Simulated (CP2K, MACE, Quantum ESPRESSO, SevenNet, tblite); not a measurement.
# Bulk modulus two ways: glassy 65SiO2-10Al2O3-25Li2O (mol %) (128 atoms), SevenNet l3i5

The cell holds 128 atoms (26 Si, 8 Al, 20 Li and 74 O). Recipe: 128 atoms (26 Si, 8 Al, 20 Li, 74 O) placed at random at 2.38 g/cm³, melted at 4000 K for 10 ps at fixed volume with the Morse and Coulomb pair potential with partial charges (Pedone, Malavasi, Menziani, Cormack and Segre, J. Phys. Chem. B 110, 11780 (2006)). Quenched from 4000 K to 300 K at 100 K/ps and fixed volume, held 10 ps at zero pressure. Then the atoms were relaxed with MACE MPA-0 medium in the fixed cell.

Calculated with SevenNet l3i5: SevenNet l3i5, trained on PBE(+U) plane-wave data, no dispersion term. The cell is scaled evenly by ±3 % in volume, and MACE MPA-0 medium relaxes the atoms at each volume before the single point.

```
volume (Å³/atom)  energy less the middle row's (meV/atom)  pressure (GPa)
          11.571                                    6.615           3.756
          11.928                                    0.000           1.901
          12.286                                   -3.227           0.401
```

Task: Find the bulk modulus at the middle volume from the pressures and from the energies, and check the printed pressure against the slope of the energy (1 meV/Å³ = 0.16022 GPa).

Worked:

The step is h = 0.3579 Å³. From pressures: B = −V dP/dV = 11.928 × (3.756 − (0.401)) / (2 × 0.3579) = 55.9 GPa.

From energies: B = V d²E/dV² = 11.928 × (6.615 + (-3.227)) / 0.3579² = 315.5 meV/Å³ = 50.6 GPa.

Slope: P = −dE/dV = −(-3.227 − (6.615)) / (2 × 0.3579) = 13.8 meV/Å³ = 2.20 GPa, against 1.90 GPa printed.

The two moduli agree within 10 %.

A central difference over ±3 % overstates P by about B(1 + B′)(0.03)²/6, some 0.04 GPa for B′ = 4, which is small against the gap found. The atoms follow MACE MPA-0 medium, so this level's forces do work along the path, which enters the energies but not the printed pressures.

Limits: three points, a static cell at zero temperature, the cell shape held; the modulus is that at 1.9 GPa, not at zero pressure.

[Logs are printed without paths, hosts, clocks, repeated set-up lines and the standing remarks that a program may print on its own settings, such as how far it seeks lower states.]

[Hosts, paths, dates, database ids (printed as entryN), source tags and the programs' standing remarks are cut or masked in the printed files.]
